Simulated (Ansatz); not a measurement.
# Deformation potentials of HgC2S2N2 (C2/m) by GW

Aim: how the gap of HgC2S2N2 (C2/m) follows strain, by a semilocal functional, a hybrid and G0W0.

Main program and level: Ansatz 0.2.0; a semilocal functional, HSE06 and G0W0, plane waves, PAW.

### 1. Starting point

Symmetry: C2/m, No. 12, monoclinic system. The conventional cell has a = 10.878 Å, b = 4.042 Å, c = 6.435 Å, α = 90.00°, β = 95.28°, γ = 90.00°. Nearest to Hg lie 2 S at 2.38 Å. Nearest to C lie 1 N at 1.18 Å and 1 S at 1.62 Å. Nearest to S lie 1 C at 1.62 Å and 1 Hg at 2.38 Å. Nearest to N lie 1 C at 1.18 Å. Farther neighbours and most contacts between anions are not listed.

The start is a cell from the Crystallography Open Database. Spin-orbit coupling is left out unless a step names it.

### 2. Unstrained: relaxing the ions

A relaxation at this level of theory: leftover forces would pass straight into the levels.

This step: DFT, PBE, plane waves, PAW; PAW set soft_1.

File input.yaml:

```yaml
crystal:
  lattice:
    - [5.439, -2.021, 0.0]
    - [5.439, 2.021, 0.0]
    - [-0.5921680587, 0.0, 6.4076955288]
  atoms:
    - { symbol: Hg, position: [0.0, 0.0, 0.0] }
    - { symbol: C, position: [0.2597, 0.2597, 0.2261] }
    - { symbol: C, position: [0.7403, 0.7403, 0.7739] }
    - { symbol: S, position: [0.1269, 0.1269, 0.3222] }
    - { symbol: S, position: [0.8731, 0.8731, 0.6778] }
    - { symbol: "N", position: [0.358, 0.358, 0.1638] }
    - { symbol: "N", position: [0.642, 0.642, 0.8362] }
kpoints:
  mp_grid: { grid: [6, 6, 4] }
hamiltonian:
  xc: pbe
  pseudopotentials: { kind: paw, azcp: { folder: soft_1 } }
scf:
  occupations: { method: fermi_dirac, width: 0.02 }
relax:
  f_tol: 0.02
  max_steps: 60
```

Launch:

```bash
$ ansatz run input.yaml --threads 2 --pin off --max-ram 92160MiB --backend cuda --events-out ev --progress --plain --runs-dir out --devices 1 --max-vram 13GiB
```

Numbers of over 12 decimals in the logs are rounded to 6 here.

Log:

```text
GPUs: using 1 of 1 available (devices: 1).
Engine: ansatz 0.2.0, x86_64-unknown-linux-gnu
Pseudopotentials: kind: paw
Pseudopotential: Hg, paw, valence charge 20, recommended cutoff 420 eV (normal), soft_1/Hg.paw.azcp
Pseudopotential: C, paw, valence charge 4, recommended cutoff 420 eV (normal), soft_1/C.paw.azcp
Pseudopotential: S, paw, valence charge 6, recommended cutoff 420 eV (normal), soft_1/S.paw.azcp
Pseudopotential: N, paw, valence charge 5, recommended cutoff 420 eV (normal), soft_1/N.paw.azcp
Functional definition: PBE
  parameter kappa = 0.804
  parameter beta = 0.066725
  exchange = pbe_x(kappa = kappa, mu = beta*pi^2/3)
  correlation = pbe_c(beta = beta)
device memory: the entry about to start is reckoned to put 3.0 GiB on a device that reports 41.8 GiB free (of which the cap on the GPU budget leaves the run 13.0 GiB)
GPU FFT provider: cuFFT
GPU libraries: cuBLAS 13.8.2, cuFFT 12.4.0, cuSOLVER 12.3.4
Crystal: 7 atoms, lattice volume = 140.870 Å³
Basis set: ecut = 420 eV, 2761 PW (Γ), exchange–correlation on 80×80×90 points (8 copies of the dense FFT grid, shifted against one another)
Bands: 32, of which v1, the nominal top of the filled ones, is band 25 counted from 1 (24 counted from 0)
Symmetry: 4 space group operations
Space group: C2/m (ITA 12), of the structure as read, at distance tolerance 5.2e-5 Å
k-points: 47 of 144
Non-local potential: Hg, projectors of the file, l = 0: 3, l = 1: 2, l = 2: 2, l = 3: 1
Non-local potential: C, projectors of the file, l = 0: 2, l = 1: 2, l = 2: 1
Non-local potential: S, projectors of the file, l = 0: 2, l = 1: 2, l = 2: 1
Non-local potential: N, projectors of the file, l = 0: 2, l = 1: 2, l = 2: 1
PAW form: soft (Blöchl's): semilocal exchange-correlation on the pseudo side does not see the compensation charge
PAW one-centre angular grid: Hg, 590 points (default); XC on 64 Gauss nodes
PAW one-centre angular grid: C, 110 points (default); XC on 64 Gauss nodes
PAW one-centre angular grid: S, 110 points (default); XC on 64 Gauss nodes
PAW one-centre angular grid: N, 110 points (default); XC on 64 Gauss nodes
Initial density: superposition of atomic densities (chi_scale 0.1, normalization cell, long waves kept (reshape's long-wave potential 0.22 eV rms))
Initial wavefunctions: pseudopotential atomic-orbital guess
GPU buffer pool allocated for 72000 grid points (all kernels)
GPU transforms: local potential and band sums: pruned to the plane-wave sphere, on 40×40×45
Functional: x = pbe(κ = 0.804, μ = 0.219515), c = pbe(β = 0.066725)
SCF iter   1: F=—  HF=-16889.581356 eV  |F-HF|=—  |Δ(HF+E_count)|=         —  Δρ=7.47e-2  dr2=7.28e0  ethr=3.10e-3  ⟨swp⟩=6.6  Hψ=7434  notcnv=0
[...]
SCF iter   7: F=—  HF=-16887.261085 eV  |F-HF|=—  |Δ(HF+E_count)|=   2.48e-4  Δρ=7.57e-5  dr2=1.08e-5  ethr=3.53e-7  ⟨swp⟩=2.0  Hψ=2293  notcnv=0  defer=118
SCF iter   8: F=-16887.261100 eV  HF=-16887.261099 eV  |F-HF|=1.12e-6  |Δ(HF+E_count)|=   1.44e-5  Δρ=2.59e-5  dr2=1.24e-6  ethr=2.00e-8  ⟨swp⟩=5.0  Hψ=5645  notcnv=0
SCF 1 converged in 8 iterations: F = -16887.261100 eV  dr2 = 1.24e-6
[...]
relax step   1: F+E_penalty+E_count = -16887.26110046 eV  Δ(F+E_penalty+E_count) = +0.000e0 eV  max|allowed force component| = 1.004e0 eV/Å  Δτ_max = 0.0000 Å  (8 SCF iters, dr2 threshold 1.00e-5 eV, accepted)
[...]
relax step   2: F+E_penalty+E_count = -16887.30903635 eV  Δ(F+E_penalty+E_count) = -4.794e-2 eV  max|allowed force component| = 4.987e-1 eV/Å  Δτ_max = 0.0667 Å  (6 SCF iters, dr2 threshold 6.30e-5 eV, accepted)
[...]
relax step   5: F+E_penalty+E_count = -16887.32101664 eV  Δ(F+E_penalty+E_count) = -2.124e-3 eV  max|allowed force component| = 4.643e-2 eV/Å  Δτ_max = 0.0297 Å  (5 SCF iters, dr2 threshold 2.16e-6 eV, accepted)
[...]
relax step   6: F+E_penalty+E_count = -16887.32108410 eV  Δ(F+E_penalty+E_count) = -6.746e-5 eV  max|allowed force component| = 1.371e-2 eV/Å  Δτ_max = 0.0060 Å  (6 SCF iters, accepted)
SCF converged after 6 iterations
Free energy (F): -16887.321084 eV
Harris-Foulkes:  -16887.321084 eV  (|F-HF|=1.06e-8)
Internal energy: -16887.321084 eV  (E = F + TS)
E sigma→0 (E₀):  -16887.321084 eV
Fermi energy:    4.208488 eV
--- Per-component energies (eV) ---
  E_band       = -707.307528
  E_kinetic    = 1205.379239
  E_local      = -5537.292544  (includes V_loc(G=0)·N_el)
  E_nonlocal   = 274.753330
  E_hartree    = 2274.978726
  E_xc         = -592.439509
  E_vxc        = -669.261257  (∫ρ·V_xc dr)
  E_paw        = -11630.681956  (= ΣΔE_a)
  E_vpaw       = -530.846368  (= ΣTr[D̂ρ^β])
  E_aug_tail   = 0.002217  (compensation charges beyond the density's cutoff)
  E_ewald      = -2882.020586
  E_smearing   = -0.000000  (= −TS)
  E_closure    = -0.000000  (closes the sum)
  Σ components = -16887.321084   (vs F -16887.321084, Δ=0.00e0)
--- Forces (eV/Å), atoms counted from 1 ---
  atom   1  Hg     0.00000000     0.00000000    -0.00000000
  atom   2  C     -0.01371158    -0.00000000    -0.00437216
  atom   3  C      0.01371158     0.00000000     0.00437216
  atom   4  S      0.00152116    -0.00000000     0.00280485
  atom   5  S     -0.00152116     0.00000000    -0.00280485
  atom   6  N      0.01140442     0.00000000     0.00050891
  atom   7  N     -0.01140442    -0.00000000    -0.00050891
  max |Σ_I F_I| component: 0.00e0 eV/Å
--- Relaxed structure (6 steps of the walk, 6 accepted, 0 SCFs on fresh bases) ---
  F+E_penalty+E_count = -16887.32108410 eV   max|allowed force component| = 1.371e-2 eV/Å
  atoms:
    - { symbol: Hg, position: [0, 0, 0] }
    - { symbol: C, position: [0.266151, 0.266151, 0.223341] }
    - { symbol: C, position: [0.733849, 0.733849, 0.776659] }
    - { symbol: S, position: [0.132010, 0.132010, 0.325981] }
    - { symbol: S, position: [0.867990, 0.867990, 0.674019] }
    - { symbol: N, position: [0.363400, 0.363400, 0.156913] }
    - { symbol: N, position: [0.636600, 0.636600, 0.843087] }
```

It took 6.1 s on 1 × NVIDIA H100 80GB HBM3 (shared by 6 runs) with 2 threads of AMD EPYC 7R13 (Zen 3), shared host; peak memory 0.98 GiB.

Step by step:

```
step  energy less that of the first step (eV)  largest force component (eV/Å)
   1                                   0.0000                          1.0043
   2                                  -0.0479                          0.4987
   3                                  -0.0561                          0.1845
   4                                  -0.0578                          0.1255
   5                                  -0.0599                          0.0464
   6                                  -0.0600                          0.0137
```

The run keeps the 4 symmetry operations that it works with, so distortions that break them were not tested.

The atoms that moved most (Å):

```
atom      dx     dy      dz  length
  N6   0.063  0.000  -0.044   0.077
  N7  -0.063  0.000   0.044   0.077
  C2   0.072  0.000  -0.018   0.074
  C3  -0.072  0.000   0.018   0.074
  S4   0.053  0.000   0.024   0.059
  S5  -0.053  0.000  -0.024   0.059
```

### 3. Unstrained: relaxing the ions

input.yaml, the sections that differ from step 2:

```yaml
crystal:
  lattice:
    - [5.439, -2.021, 0.0]
    - [5.439, 2.021, 0.0]
    - [-0.5921680587, 0.0, 6.4076955288]
  atoms:
    - { symbol: Hg, position: [0.0, 0.0, 0.0] }
    - { symbol: C, position: [0.2661513025, 0.2661513025, 0.2233405963] }
    - { symbol: C, position: [0.7338486975, 0.7338486975, 0.7766594037] }
    - { symbol: S, position: [0.1320101513, 0.1320101513, 0.3259806969] }
    - { symbol: S, position: [0.8679898487, 0.8679898487, 0.6740193031] }
    - { symbol: "N", position: [0.3633996325, 0.3633996325, 0.1569129335] }
    - { symbol: "N", position: [0.6366003675, 0.6366003675, 0.8430870665] }
relax:
  f_tol: 0.01
# kpoints, hamiltonian, scf: as in step 2
```

Log:

```text
GPUs: using 1 of 1 available (devices: 1).
[...]
GPU FFT provider: cuFFT
GPU libraries: cuBLAS 13.8.2, cuFFT 12.4.0, cuSOLVER 12.3.4
Crystal: 7 atoms, lattice volume = 140.870 Å³
Basis set: ecut = 420 eV, 2761 PW (Γ), exchange–correlation on 80×80×90 points (8 copies of the dense FFT grid, shifted against one another)
Bands: 32, of which v1, the nominal top of the filled ones, is band 25 counted from 1 (24 counted from 0)
Symmetry: 4 space group operations
[...]
k-points: 47 of 144
[...]
GPU buffer pool allocated for 72000 grid points (all kernels)
[...]
SCF iter   1: F=—  HF=-16889.567879 eV  |F-HF|=—  |Δ(HF+E_count)|=         —  Δρ=7.43e-2  dr2=7.17e0  ethr=3.10e-3  ⟨swp⟩=6.4  Hψ=7357  notcnv=0
[...]
SCF iter   8: F=-16887.321084 eV  HF=-16887.321083 eV  |F-HF|=1.14e-6  |Δ(HF+E_count)|=   1.56e-5  Δρ=2.22e-5  dr2=9.28e-7  ethr=5.00e-9  ⟨swp⟩=5.0  Hψ=5851  notcnv=0
SCF 1 converged in 8 iterations: F = -16887.321084 eV  dr2 = 9.28e-7
[...]
relax step   1: F+E_penalty+E_count = -16887.32108372 eV  Δ(F+E_penalty+E_count) = +0.000e0 eV  max|allowed force component| = 1.407e-2 eV/Å  Δτ_max = 0.0000 Å  (8 SCF iters, dr2 threshold 2.50e-6 eV, accepted)
[...]
GPU FFT provider: cuFFT
GPU libraries: cuBLAS 13.8.2, cuFFT 12.4.0, cuSOLVER 12.3.4
[...]
GPU buffer pool allocated for 72000 grid points (all kernels)
[...]
SCF 2 converged in 5 iterations: F = -16887.321086 eV  dr2 = 1.74e-8
relax step   2: F+E_penalty+E_count = -16887.32108621 eV  Δ(F+E_penalty+E_count) = -2.493e-6 eV  max|allowed force component| = 4.893e-3 eV/Å  Δτ_max = 0.0018 Å  (5 SCF iters, accepted)
SCF converged after 5 iterations
Free energy (F): -16887.321086 eV
[...]
Internal energy: -16887.321086 eV  (E = F + TS)
E sigma→0 (E₀):  -16887.321086 eV
Fermi energy:    4.209944 eV
[...]
--- Forces (eV/Å), atoms counted from 1 ---
  atom   1  Hg     0.00000000     0.00000000     0.00000000
  atom   2  C     -0.00270570    -0.00000000    -0.00471884
  atom   3  C      0.00270570     0.00000000     0.00471884
  atom   4  S      0.00209194    -0.00000000     0.00219902
  atom   5  S     -0.00209194     0.00000000    -0.00219902
  atom   6  N      0.00190040     0.00000000     0.00489344
  atom   7  N     -0.00190040    -0.00000000    -0.00489344
  max |Σ_I F_I| component: 0.00e0 eV/Å
--- Relaxed structure (2 steps of the walk, 2 accepted, 0 SCFs on fresh bases) ---
  F+E_penalty+E_count = -16887.32108621 eV   max|allowed force component| = 4.893e-3 eV/Å
  atoms:
    - { symbol: Hg, position: [0, 0, 0.0] }
    - { symbol: C, position: [0.266083, 0.266083, 0.223156] }
    - { symbol: C, position: [0.733917, 0.733917, 0.776844] }
    - { symbol: S, position: [0.131998, 0.131998, 0.325976] }
    - { symbol: S, position: [0.868002, 0.868002, 0.674024] }
    - { symbol: N, position: [0.363320, 0.363320, 0.156652] }
    - { symbol: N, position: [0.636680, 0.636680, 0.843348] }
```

Wall time 3.6 s (1 × NVIDIA H100 80GB HBM3 (shared by 6 runs) with 2 threads); peak memory 0.98 GiB.

Hardly anything moved in the relaxation; the energy changed by under 0.2 meV an atom.

### 4. Unstrained: PBE

File input.yaml:

```yaml
crystal:
  lattice:
    - [5.439, -2.021, 0.0]
    - [5.439, 2.021, 0.0]
    - [-0.5921680587, 0.0, 6.4076955288]
  atoms:
    - { symbol: Hg, position: [0.0, 0.0, 0.0] }
    - { symbol: C, position: [0.2660832105, 0.2660832105, 0.2231555379] }
    - { symbol: C, position: [0.7339167895, 0.7339167895, 0.7768444621] }
    - { symbol: S, position: [0.1319981946, 0.1319981946, 0.3259757597] }
    - { symbol: S, position: [0.8680018054, 0.8680018054, 0.6740242403] }
    - { symbol: "N", position: [0.3633201476, 0.3633201476, 0.1566524525] }
    - { symbol: "N", position: [0.6366798524, 0.6366798524, 0.8433475475] }
kpoints:
  mp_grid: { grid: [6, 6, 4] }
  band_path:
    path:
      - [0.0, 0.0, 0.0]
      - [-0.28481191, 0.28481191, 0.0]
      - [-0.71518809, -0.28481191, 0.0]
      - [-0.5, -0.5, 0.0]
      - [-0.5, -0.5, 0.5]
      - [-0.72060342, -0.27939658, 0.5]
      - [-0.27939658, 0.27939658, 0.5]
      - [0.0, 0.0, 0.5]
    npoints: 1
hamiltonian:
  xc: pbe
  pseudopotentials: { kind: paw, azcp: { folder: soft_1 } }
scf:
  occupations: { method: fermi_dirac, width: 0.02 }
  n_extra_bands: 6
output:
  eigenvalues: true
  forces: true
  stress: true
```

Log:

```text
[...]
GPUs: using 1 of 1 available (devices: 1).
[...]
GPU FFT provider: cuFFT
GPU libraries: cuBLAS 13.8.2, cuFFT 12.4.0, cuSOLVER 12.3.4
Crystal: 7 atoms, lattice volume = 140.870 Å³
Basis set: ecut = 420 eV, 2761 PW (Γ), exchange–correlation on 80×80×90 points (8 copies of the dense FFT grid, shifted against one another)
Bands: 31, of which v1, the nominal top of the filled ones, is band 25 counted from 1 (24 counted from 0)
Symmetry: 4 space group operations
[...]
k-points: 47 of 144
[...]
GPU buffer pool allocated for 72000 grid points (all kernels)
[...]
SCF iter   1: F=—  HF=-16889.566445 eV  |F-HF|=—  |Δ(HF+E_count)|=         —  Δρ=7.42e-2  dr2=7.18e0  ethr=3.10e-3  ⟨swp⟩=7.2  Hψ=7448  notcnv=0
[...]
SCF iter   9: F=-16887.321086 eV  HF=-16887.321086 eV  |F-HF|=3.31e-8  |Δ(HF+E_count)|=   1.44e-6  Δρ=3.99e-6  dr2=2.85e-8  ethr=2.00e-10  ⟨swp⟩=13.5  Hψ=8313  notcnv=0
SCF 1 converged in 9 iterations: F = -16887.321086 eV  dr2 = 2.85e-8
[...]
NSCF: frozen V_eff on 8 k-points
SCF converged after 9 iterations
Free energy (F): -16887.321086 eV
[...]
Internal energy: -16887.321086 eV  (E = F + TS)
E sigma→0 (E₀):  -16887.321086 eV
Fermi energy:    4.209970 eV
[...]
--- Forces (eV/Å), atoms counted from 1 ---
  atom   1  Hg    -0.00000000     0.00000000     0.00000000
  atom   2  C     -0.00263130    -0.00000000    -0.00476237
  atom   3  C      0.00263130     0.00000000     0.00476237
  atom   4  S      0.00203651    -0.00000000     0.00219529
  atom   5  S     -0.00203651     0.00000000    -0.00219529
  atom   6  N      0.00186651     0.00000000     0.00489534
  atom   7  N     -0.00186651    -0.00000000    -0.00489534
  max |Σ_I F_I| component: 8.67e-19 eV/Å
--- Stress (GPa, compression-positive) ---
        1.319136      -0.000000      -0.028541
       -0.000000       1.406575       0.000000
       -0.028544       0.000000       1.442207
  P = ⅓ Tr σ = 1.3893 GPa (13.893 kbar)
--- Band table (eV; the first three rows and the last of 47) ---
  k-point 0: bands = [... 21 lower, 1.2393, 2.1130, 2.3346, 2.9713, 5.3134, 7.2753, 7.5183, 8.3290, ... 2 higher]
  k-point 1: bands = [... 21 lower, 1.3583, 2.0808, 2.3316, 2.9779, 5.7085, 7.4609, 7.5713, 8.4255, ... 2 higher]
  k-point 2: bands = [... 21 lower, 1.4885, 2.0302, 2.3294, 2.9834, 6.1458, 7.4459, 7.9493, 8.5662, ... 2 higher]
  k-point 46: bands = [... 21 lower, 1.8124, 1.9056, 2.9633, 2.9817, 5.9593, 7.7092, 7.8333, 8.2024, ... 2 higher]
```

Wall time 5.3 s (1 × NVIDIA H100 80GB HBM3 (shared by 6 runs) with 2 threads); peak memory 0.96 GiB; 5.3 s of CPU time.

Numbers from this step:

| Item | Value |
| --- | --- |
| pressure | 1.389 GPa |
| gap | 2.213 eV |
| valence top at | Y_2 |
| conduction bottom at | Γ |
| least direct gap | 2.342 eV |

The gap is indirect, with the least direct gap 0.13 eV higher.

### 5. Unstrained: G0W0

Now the one-shot GW correction: screening in the RPA, then the self-energy of the levels asked for. This step takes PAW set soft_1 files.

This step: G0W0 on PBE, plane waves, PAW; PAW set soft_1.

input.yaml, the sections that differ from step 4:

```yaml
kpoints:
  mp_grid: { grid: [4, 4, 2] }
scf:
  occupations: { method: fixed }
gw:
  n_empty_bands: 529
  ecut_chi: 140
  qp_bands: [v2, c2]
  qp_kpoints: band_edges
  screening: { model: contour_deformation }
# crystal, hamiltonian: as in step 4
# output: removed
```

Log:

```text
GPUs: using 1 of 1 available (devices: 1).
[...]
GPU FFT provider: cuFFT
GPU libraries: cuBLAS 13.8.2, cuFFT 12.4.0, cuSOLVER 12.3.4
Crystal: 7 atoms, lattice volume = 140.870 Å³
Basis set: ecut = 420 eV, 2761 PW (Γ)
Bands: 32, of which v1, the nominal top of the filled ones, is band 25 counted from 1 (24 counted from 0)
Symmetry: 4 space group operations
[...]
k-points: 14 of 32
[...]
GPU buffer pool allocated for 72000 grid points (all kernels)
[...]
SCF iter   1: F=—  HF=-16889.567948 eV  |F-HF|=—  |Δ(HF+E_count)|=         —  Δρ=7.42e-2  dr2=7.20e0  ethr=3.10e-3  ⟨swp⟩=5.0  Hψ=1904  notcnv=0  defer=57
[...]
SCF iter   9: F=-16887.320492 eV  HF=-16887.320492 eV  |F-HF|=1.08e-9  |Δ(HF+E_count)|=   1.20e-6  Δρ=6.19e-6  dr2=6.12e-8  ethr=2.00e-10  ⟨swp⟩=11.4  Hψ=1963  notcnv=0
SCF 1 converged in 9 iterations: F = -16887.320492 eV  dr2 = 6.12e-8
[...]
0    24      2.3348   -18.3544     2.2542   -15.0056  0.7415     1.2080     1.2401  root
     0    25      2.9715   -19.8062     2.1376   -16.5880  0.7510     1.8668     1.8909  root
     0    26      5.3135   -10.9397    -3.5953   -15.2682  0.7901     6.0529     6.0467  root
     0    27      7.2755    -8.3474    -3.9837   -13.2637  0.7764     8.2233     8.2081  root
     1    24      2.3296   -18.5404     2.2568   -15.2068  0.7410     1.2220     1.2527  root
     1    25      2.9835   -19.6589     2.1368   -16.4249  0.7518     1.8613     1.8863  root
     1    26      6.1459   -11.8167    -3.9605   -16.6813  0.7758     7.0629     7.0499  root
     1    27      7.4461    -7.2609    -4.2220   -12.3393  0.7823     8.3156     8.3024  root
[...]
13    24      2.9634   -18.9209     2.0526   -15.7924  0.7492     1.8635     1.8875  root
    13    25      2.9819   -19.8516     2.1080   -16.6764  0.7516     1.8917     1.9147  root
    13    26      5.9594   -11.3745    -3.8044   -16.0149  0.7819     6.8051     6.7954  root
    13    27      7.7094    -8.7138    -4.3789   -14.2114  0.7579     8.8573     8.8282  root
[key lines of the parts left out:]
SCF converged after 9 iterations
Free energy (F): -16887.320492 eV
Fermi energy:    3.100625 eV
```

It took 38 s on 1 × NVIDIA H100 80GB HBM3 (shared by 6 runs) with 2 threads; peak memory 2 GiB; 62 s of CPU time.

This step gave:

| Property | Result |
| --- | --- |
| bands summed | 554 |
| RPA ε∞ on this mesh (eigenvalues) | 2.604, 3.234, 5.158 |
| plane waves in the screening matrix | 521 |
| q-points in the mesh | 32 |
| G0W0 gap on the mesh | 4.016 eV |
| k of the valence top | -0.5, -0.5, 0 |
| k of the conduction bottom | 0, 0, 0 |
| starting gap on the mesh | 2.213 eV |
| Z at the valence top | 0.7534 |
| Z at the conduction bottom | 0.7901 |
| least direct G0W0 gap on the computed points | 4.156 eV |

The gap on the mesh goes from 2.21 eV to 4.02 eV, a correction of +1.80 eV. Between the two edge states, bare exchange in place of the xc potential would open the gap by 7.45 eV, and correlation takes back 5.65 eV.

(Part 1 of 4 ends here.)

[Paths, hosts, dates, memory and timing lines, banners, echoed tables and standing remarks are left out of the program output.]

[Logs are printed without paths, hosts, clocks, repeated set-up lines and the standing remarks that a program may print on its own settings, such as how far it seeks lower states.]

[Runs of the session that timed out or met a known fault of the program may be left out.]

[Cells called generated may have been cut or substituted from an entry of the Crystallography Open Database or the Materials Project.]

[Hosts, paths, dates, database ids (printed as entryN), source tags and the programs' standing remarks are cut or masked in the printed files.]
